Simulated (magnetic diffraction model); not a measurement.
# Solving a magnetic structure from powder neutron data: Dy2In9Mo3

Space group Cmcm (no. 63), a = 14.2750 Å, b = 8.7340 Å, c = 10.4450 Å.

| site | atom | x | y | z |
| --- | --- | --- | --- | --- |
| 8g | Dy | 0.6620 | 0.6641 | 3/4 |
| 8g | In | 0.3913 | 0.0516 | 3/4 |
| 8f | In | 1/2 | 0.8412 | 0.9423 |
| 16h | In | 0.1704 | 0.1695 | 0.0772 |
| 4c | In | 1/2 | 0.3662 | 3/4 |
| 4a | Mo | 0 | 0 | 1/2 |
| 8e | Mo | 0.6699 | 0 | 1/2 |

The compound is invented for this exercise: a known structure type with other elements, its cell scaled to their sizes and not relaxed.

Only Dy is taken to order (form factors of Dy3+); orders and moment sizes are assumed, and not adapted to the symmetry. Radiation: neutrons of λ = 2.567 Å (absorption by Dy left out), 3° to 40°; isotropic B of 0.29 Å² (Dy), 0.28 Å² (In) and 0.28 Å² (Mo). The intensities are simulated: I ∝ L Σ (|F_N|² + |F_M⊥|²) for unpolarised neutrons, with F_M = 2.695 fm/μB × Σ f(s) S exp(2πi Q·r) exp(−B s²) at Q = H ± k (one set where k and −k are equivalent), only the part normal to Q counting and L = 1/(sin²θ cos θ). For collinear order S is the moment m, which repeats by lattice and centring translations R with the sign exp(−2πi k·R). Form factors are spin-only for 3d ions and dipole or tabulated for f ions, scattering lengths are Sears's of 1992, and absorption is left out. A label names one of the reflections at its angle. The strongest nuclear line in the range is 100, and lines under 0.2 are left out.

Above the ordering temperature:

| 2θ (°) | index | I |
| --- | --- | --- |
| 19.84 | (1 1 0) | 11.3 |
| 20.72 | (2 0 0) | 19.4 |
| 24.43 | (1 1 1) | 44.9 |
| 28.45 | (0 0 2) | 10.5 |
| 34.18 | (0 2 0) | 0.2 |
| 34.93 | (1 1 2) | 11.8 |
| 35.46 | (2 0 2) | 12.7 |
| 35.78 | (3 1 0) | 1.2 |
| 37.15 | (0 2 1) | 53.4 |
| 38.64 | (3 1 1) | 100.0 |

Below it (cell unchanged):

| 2θ (°) | I |
| --- | --- |
| 14.12 | 59.6 |
| 19.84 | 86.8 |
| 20.72 | 34.0 |
| 24.43 | 136.7 |
| 25.16 | 25.1 |
| 28.45 | 24.8 |
| 34.18 | 15.2 |
| 34.93 | 52.3 |
| 35.46 | 27.8 |
| 35.78 | 14.8 |
| 37.15 | 77.3 |
| 38.64 | 124.0 |

**Question.** Find the propagation vector, then choose among these models:
A. collinear moments along [101], 5.9 μB on Dy; signs + at (0.6620, 0.6641, 3/4), − at (0.3380, 0.3359, 1/4), − at (0.3380, 0.6641, 3/4), − at (0.6620, 0.3359, 1/4)
B. collinear moments along [001], 5.9 μB on Dy; signs + at (0.6620, 0.6641, 3/4), − at (0.3380, 0.3359, 1/4), + at (0.3380, 0.6641, 3/4), − at (0.6620, 0.3359, 1/4)
C. collinear moments along [001], 5.9 μB on Dy; signs + at (0.6620, 0.6641, 3/4), − at (0.3380, 0.3359, 1/4), − at (0.3380, 0.6641, 3/4), − at (0.6620, 0.3359, 1/4)
D. collinear moments along [101], 5.9 μB on Dy; signs + at (0.6620, 0.6641, 3/4), − at (0.3380, 0.3359, 1/4), + at (0.3380, 0.6641, 3/4), − at (0.6620, 0.3359, 1/4)

No line moves, and magnetic intensity falls on nuclear lines such as the one at 24.43°; new lines at (0 0 1) and (2 0 -1) have whole indices that obey the lattice centring, at places with no nuclear intensity to speak of, so the magnetic cell equals the chemical primitive cell: k = 0.

Magnetic intensity, observed (below minus above) and for each model:

| 2θ (°) | index | observed | A | B | C | D |
| --- | --- | --- | --- | --- | --- | --- |
| 14.12 | (0 0 1) | 59.6 | 59.6 | <0.2 | <0.2 | 238.4 |
| 19.84 | (1 1 0) | 75.5 | 75.5 | 74.5 | 91.8 | 61.3 |
| 20.72 | (2 0 0) | 14.7 | 14.7 | <0.2 | 42.0 | <0.2 |
| 24.43 | (1 1 1) | 91.8 | 91.8 | 23.2 | 79.5 | 26.7 |
| 25.16 | (2 0 -1) | 25.1 | 25.1 | 31.0 | 38.5 | 20.2 |
| 34.18 | (0 2 0) | 15.0 | 15.0 | 46.6 | 15.0 | 46.6 |
| 34.93 | (1 1 2) | 40.5 | 40.5 | 15.3 | 18.9 | 32.9 |
| 35.78 | (3 1 0) | 13.6 | 13.6 | 79.5 | 27.2 | 39.6 |

Model A matches.

The structure used: k = (0 0 0), collinear moments along [101], 5.9 μB on Dy; signs + at (0.6620, 0.6641, 3/4), − at (0.3380, 0.3359, 1/4), − at (0.3380, 0.6641, 3/4), − at (0.6620, 0.3359, 1/4).
